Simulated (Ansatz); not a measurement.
# NMR shift of metallic Zn (Zinc) from a Zeeman field

Wanted: spin susceptibility and spin part of the Knight shift of Zn (Zinc), from the response to a Zeeman field.

Main program and level: Ansatz 0.2.0; DFT, PBE, plane-wave PAW, default files (PAW set soft_2), collinear spin, scalar-relativistic.

The database entry behind the starting cell differs from later determinations by our own check (about 0.3 % long), so it need not match the best structure at ambient conditions.

## (1) Starting point

Symmetry: P6_3/mmc, No. 194, hexagonal system. The conventional cell has a = 2.670 Å, b = 2.670 Å, c = 4.966 Å, α = 90.00°, β = 90.00°, γ = 120.00°. Zn has 12 Zn at 2.67 to 2.92 Å nearest.

Coordinates:

```cif
data_structure
_symmetry_space_group_name_H-M 'P 1'
_symmetry_Int_Tables_number 1
_cell_length_a 2.6700
_cell_length_b 2.6700
_cell_length_c 4.9660
_cell_angle_alpha 90.000
_cell_angle_beta 90.000
_cell_angle_gamma 120.000
_cell_volume 30.66
loop_
_atom_site_label
_atom_site_type_symbol
_atom_site_fract_x
_atom_site_fract_y
_atom_site_fract_z
_atom_site_occupancy
Zn1 Zn 0.66667 0.33333 0.75000 1
Zn2 Zn 0.33333 0.66667 0.25000 1
```

The cell is an entry of the Crystallography Open Database; it need not be the form that is stable at ambient conditions.

## (2) The crystal in a Zeeman field

A field acting on the spins alone polarises the electrons at the Fermi level, and through exchange the cores. The spin density that this leaves at a nucleus gives the contact field (2μ₀/3) μB ρ_s, and its ratio to B is the isotropic contact shift K; the spin-dipolar anisotropy is not included. The field, 400 T, is far above laboratory fields so that the moment stands clear of numerical noise; it splits the spins by 46 meV, against a smearing of 100 meV. The net moment comes from states near the Fermi level, so the mesh must be dense.

Contents of input.yaml:

```yaml
crystal:
  lattice:
    - [2.67, 0.0, 0.0]
    - [-1.335, 2.3122878281, 0.0]
    - [0.0, 0.0, 4.966]
  atoms:
    - { symbol: Zn, position: [0.6666666667, 0.3333333333, 0.75] }
    - { symbol: Zn, position: [0.3333333333, 0.6666666667, 0.25] }
kpoints:
  mp_grid: { grid: [23, 23, 11] }
scf:
  lower_state_search: "off"
  occupations: { method: fermi_dirac, width: 0.1 }
  convergence: { dr2_threshold: 1.0e-10 }
hamiltonian:
  xc: pbe
output:
  efg: { contact_densities: true, quadrupole_moments_barn: { Zn: 0.122 } }
  forces: true
  dos: { de: 0.02 }
  write_density: true
  write_potential: true
  elf: true
  volumetric_format: npy
magnetization:
  spin_polarized: true
  magnetic_field: 400
```

Run with:

```console
> ansatz run input.yaml --threads 2 --pin off --max-ram 4096MiB --backend cpu --events-out ev --progress --plain --runs-dir out
```

Numbers of over 12 decimals in the logs are rounded to 6 here.

The program printed:

```text
[a pick of lines, long numbers rounded; other set-up, energy and force rows are left out]
Functional definition: PBE
Basis set: ecut = 420 eV, 623 PW (Γ), exchange–correlation on 36×36×72 points (8 copies of the dense FFT grid, shifted against one another)
Symmetry: 24 space group operations
k-points: 336 of 5819
SCF iter   1: F=—  HF=-6637.577728 eV  |F-HF|=—  |Δ(HF+E_count)|=         —  Δρ=3.44e-2 (↑2.45e-2 ↓3.44e-2)  dr2=6.92e-1  dr2_m=6.78e-2  M=0.859 μB ∫|m|=0.859 μB  ethr=3.00e-3  ⟨swp⟩=1.0  Hψ=68193  notcnv=0
SCF iter   2: F=—  HF=-6638.182562 eV  |F-HF|=—  |Δ(HF+E_count)|=         —  Δρ=3.60e-2 (↑3.60e-2 ↓2.17e-2)  dr2=7.10e-1  dr2_m=6.28e-2  M=0.126 μB ∫|m|=0.167 μB  β_m=0.30  ethr=2.88e-3  ⟨swp⟩=1.2  Hψ=10947  notcnv=0
preconditioner: auto → none  [metal: Δε(μ)=0.021 eV  Ē_g=12.350 eV  σ=0.100 eV  W_gap=0.05  n_scr=4 (ndim 8)  ℏωp=32.9 eV  f_vac=0.000  D(μ)=0.45/eV (n_scr^D=2)  sad-step TF]
SCF iter   3: F=—  HF=-6638.077655 eV  |F-HF|=—  |Δ(HF+E_count)|=   1.05e-1  Δρ=1.91e-2 (↑1.91e-2 ↓1.37e-2)  dr2=2.12e-1  dr2_m=3.01e-2  M=0.099 μB ∫|m|=0.126 μB  β_m=0.30  ethr=2.88e-3  ⟨swp⟩=3.0  Hψ=24245  notcnv=0
SCF iter   4: F=—  HF=-6638.051492 eV  |F-HF|=—  |Δ(HF+E_count)|=   2.62e-2  Δρ=1.00e-2 (↑1.00e-2 ↓9.43e-3)  dr2=4.22e-2  dr2_m=1.51e-2  M=0.077 μB ∫|m|=0.098 μB  β_m=0.30  ethr=8.84e-4  ⟨swp⟩=2.4  Hψ=16486  notcnv=0
SCF iter   5: F=—  HF=-6638.060141 eV  |F-HF|=—  |Δ(HF+E_count)|=         —  Δρ=1.80e-3 (↑1.80e-3 ↓1.69e-3)  dr2=1.53e-3  dr2_m=1.05e-5  M=0.011 μB ∫|m|=0.011 μB  β_m=1.00  ethr=1.76e-4  ⟨swp⟩=5.8  Hψ=49197  notcnv=0
SCF iter   6: F=—  HF=-6638.062275 eV  |F-HF|=—  |Δ(HF+E_count)|=   2.13e-3  Δρ=1.21e-3 (↑1.15e-3 ↓1.21e-3)  dr2=6.97e-4  dr2_m=5.24e-7  M=0.013 μB ∫|m|=0.013 μB  β_m=1.00  ethr=6.37e-6  ⟨swp⟩=2.5  Hψ=22836  notcnv=0
SCF iter   7: F=—  HF=-6638.064589 eV  |F-HF|=—  |Δ(HF+E_count)|=   2.31e-3  Δρ=4.38e-4 (↑4.26e-4 ↓4.38e-4)  dr2=1.11e-4  dr2_m=1.95e-8  M=0.013 μB ∫|m|=0.013 μB  β_m=0.30  ethr=2.90e-6  ⟨swp⟩=2.0  Hψ=18310  notcnv=0
SCF iter   8: F=—  HF=-6638.064604 eV  |F-HF|=—  |Δ(HF+E_count)|=   1.57e-5  Δρ=2.59e-4 (↑2.52e-4 ↓2.59e-4)  dr2=3.72e-5  dr2_m=9.60e-9  M=0.013 μB ∫|m|=0.013 μB  β_m=0.60  ethr=4.63e-7  ⟨swp⟩=1.0  Hψ=10769  notcnv=0
SCF iter   9: F=—  HF=-6638.064628 eV  |F-HF|=—  |Δ(HF+E_count)|=   2.39e-5  Δρ=1.69e-4 (↑1.69e-4 ↓1.68e-4)  dr2=1.79e-5  dr2_m=3.18e-10  M=0.013 μB ∫|m|=0.013 μB  β_m=0.46  ethr=1.55e-7  ⟨swp⟩=2.0  Hψ=17598  notcnv=0
SCF iter  10: F=—  HF=-6638.064621 eV  |F-HF|=—  |Δ(HF+E_count)|=   6.88e-6  Δρ=1.09e-5 (↑1.09e-5 ↓9.64e-6)  dr2=5.08e-8  dr2_m=1.82e-10  M=0.013 μB ∫|m|=0.013 μB  β_m=0.73  ethr=7.47e-8  ⟨swp⟩=2.0  Hψ=17579  notcnv=0
SCF iter  11: F=—  HF=-6638.064621 eV  |F-HF|=—  |Δ(HF+E_count)|=   4.18e-7  Δρ=2.69e-6 (↑2.69e-6 ↓2.29e-6)  dr2=3.08e-9  dr2_m=2.23e-11  M=0.013 μB ∫|m|=0.013 μB  β_m=0.87  ethr=2.12e-10  ⟨swp⟩=2.0  Hψ=19043  notcnv=0
SCF iter  12: F=—  HF=-6638.064621 eV  |F-HF|=—  |Δ(HF+E_count)|=   1.16e-9  Δρ=1.73e-7 (↑1.73e-7 ↓1.61e-7)  dr2=1.05e-11  dr2_m=4.12e-13  M=0.013 μB ∫|m|=0.013 μB  β_m=0.86  ethr=1.00e-12  ⟨swp⟩=4.9  Hψ=58197  notcnv=0
SCF iter  13: F=-6638.064621 eV  HF=-6638.064621 eV  |F-HF|=0.00e0  |Δ(HF+E_count)|=  1.09e-11  Δρ=1.80e-8 (↑1.80e-8 ↓1.59e-8)  dr2=1.34e-14  dr2_m=6.83e-14  M=0.013 μB ∫|m|=0.013 μB  β_m=0.93  ethr=1.00e-12  ⟨swp⟩=5.2  Hψ=46673  notcnv=0
SCF iter  14: F=-6638.064621 eV  HF=-6638.064621 eV  |F-HF|=0.00e0  |Δ(HF+E_count)|=    0.00e0  Δρ=4.23e-9 (↑4.23e-9 ↓3.08e-9)  dr2=1.70e-15  dr2_m=2.91e-15  M=0.013 μB ∫|m|=0.013 μB  ethr=1.00e-12  ⟨swp⟩=3.1  Hψ=40631  notcnv=0
SCF converged after 14 iterations
Magnetization: 0.0130 μB (12.0065 up, 11.9935 down)
Absolute magnetization: 0.0130 μB (∫|ρ↑−ρ↓|, with the PAW one-centre terms)
Per-site moments (μB) at R_I (Å): [(0.0032834, 1.101375), (0.0032834, 1.101375)]
Free energy (F): -6638.064621 eV
Fermi energy:    10.945709 eV
--- Forces (eV/Å), atoms counted from 1 ---
--- PAW observables at the nuclei: V_zz in 10²¹ V/m², potentials from the cell's mean, atoms counted from 1 ---
  atom   1  Zn V_zz =    +3.652201   η = 0.0000   by run symmetry: allowed   C_q = +10.7738 MHz
            electrostatic potential = -3946.201401 V   contact ρ = 166617.608366 e/Å³   contact ρ_s (e/Å³): all electrons +0.098803, valence +0.099010
  atom   2  Zn V_zz =    +3.652201   η = 0.0000   by run symmetry: allowed   C_q = +10.7738 MHz
            electrostatic potential = -3946.201401 V   contact ρ = 166617.608366 e/Å³   contact ρ_s (e/Å³): all electrons +0.098803, valence +0.099010
--- Band table (eV; the first three rows and the last of 672) ---
  k-point 0 ↑: bands = ["0.5605", "2.3481", "3.0391", "3.2690", "3.2690", "3.3179", "3.3179", "3.6438", "3.6438", "3.8474", "3.8474", "7.2960", "7.8435", "24.3035", "27.8644", "28.1893"]
  k-point 1 ↑: bands = ["0.6101", "2.3434", "3.0400", "3.2683", "3.2683", "3.3156", "3.3156", "3.6496", "3.6496", "3.8446", "3.8446", "6.4365", "8.8114", "23.3566", "28.2384", "28.2384"]
  k-point 2 ↑: bands = ["0.7571", "2.3250", "3.0450", "3.2669", "3.2669", "3.3094", "3.3094", "3.6660", "3.6660", "3.8360", "3.8360", "5.4688", "10.1068", "21.6349", "28.3847", "28.3847"]
  k-point 335 ↓: bands = ["3.0435", "3.0552", "3.1589", "3.1792", "3.3370", "3.3543", "3.5245", "3.5453", "3.8817", "3.8894", "11.5770", "11.6585", "12.5339", "12.7247", "13.3554", "13.8155"]
```

Run time: 57 s. Hardware: 2 threads of Arm Neoverse N1, shared host; peak memory 0.53 GiB.

The moment is 0.0130 μB a cell, a spin susceptibility of 9.08 × 10⁻⁶ emu per mole of atoms. With 7.769 T for 1 e/Å³:

| site | nucleus | contact shift (ppm) | from valence states | rest (mostly cores) |
| --- | --- | --- | --- | --- |
| Zn | 67Zn | 1920 | 1920 | -4.0 |

The split depends on the files: semicore shells that they treat as valence count in the first part.

## (3) Is the response linear?

The shift is a ratio that holds only while the moment grows in step with the field, so the field is doubled.

Changes to input.yaml since step 2:

```diff
@@ -19,9 +19,4 @@
   forces: true
-  dos: { de: 0.02 }
-  write_density: true
-  write_potential: true
-  elf: true
-  volumetric_format: npy
 magnetization:
   spin_polarized: true
-  magnetic_field: 400
+  magnetic_field: 800
```

The program printed:

```text
[a pick of lines, long numbers rounded; other set-up, energy and force rows are left out]
[...]
Basis set: ecut = 420 eV, 623 PW (Γ), exchange–correlation on 36×36×72 points (8 copies of the dense FFT grid, shifted against one another)
Symmetry: 24 space group operations
k-points: 336 of 5819
[...]
SCF converged after 15 iterations
Magnetization: 0.0260 μB (12.0130 up, 11.9870 down)
Absolute magnetization: 0.0260 μB (∫|ρ↑−ρ↓|, with the PAW one-centre terms)
Per-site moments (μB) at R_I (Å): [(0.00656033, 1.101375), (0.00656033, 1.101375)]
Free energy (F): -6638.065072 eV
Fermi energy:    10.944944 eV
--- Forces (eV/Å), atoms counted from 1 ---
[...]
atom   1  Zn V_zz =    +3.655268   η = 0.0000   by run symmetry: allowed   C_q = +10.7828 MHz
[...]
atom   2  Zn V_zz =    +3.655268   η = 0.0000   by run symmetry: allowed   C_q = +10.7828 MHz
[...]
```

The job ended after 54 s (2 threads; peak memory 0.53 GiB; 59 s of CPU time).

The moment goes from 0.0130 to 0.0260 μB, a factor of 2.00, and the shift of Zn from 1920 to 1920 ppm. The response is linear on all sites, to 3 % of the larger of shift and valence part or 3 ppm; the largest move is +5 ppm, on Zn.

## (4) Other settings

Each row names what differs in the settings from the first run, the PAW files staying the same unless named (PBE, default files (PAW set soft_2), mesh 23×23×11, fermi dirac smearing of 0.1 eV, cutoff 420 eV, 400 T). Shifts in ppm; times on 2 threads of Arm Neoverse N1, shared host.

| run | time | χ_s (10⁻⁶ emu/mol) | Zn |
| --- | --- | --- | --- |
| first run | 57 s | 9.08 | 1920 |
| fermi dirac 0.05 eV | 48 s | 9.67 | 1650 |
| JTH files, cutoff 1080 eV | 2.7 min | 9.08 | 1940 |
| LDA | 42 s | 9.13 | 2350 |
| mesh 29×29×14 | 74 s | 9.14 | 2050 |

## (5) Outcome

| Property | Result |
| --- | --- |
| 67Zn contact shift | 1920 ppm |
| spin susceptibility | 9.08 × 10⁻⁶ emu per mole of atoms |

In words: The spin part of the Knight shift is 1920 ppm on Zn in the first run. The finer mesh 29×29×14 changes the shift of Zn by +7 %; at least one site moves by over 5 %, so the first run is not converged in the mesh. Narrowing the smearing to 0.05 eV on the same mesh changes the shift of Zn by -14 %; a narrower smearing also needs a finer mesh, so this mixes a real change with noise. Another functional changes the shift of Zn by +22 % (LDA). Other files change the shift of Zn by +1.0 % (JTH files, with their own cutoff). Over the rows of this table on the first cell the shift spans 1650 to 2350 ppm on Zn. 2 further runs of this session (failed, refused or on trial settings) are not shown. The orbital shift is left out.

[Logs are printed without paths, hosts, clocks, repeated set-up lines and the standing remarks that a program may print on its own settings, such as how far it seeks lower states.]

[Hosts, paths, dates, database ids (printed as entryN), source tags and the programs' standing remarks are cut or masked in the printed files.]
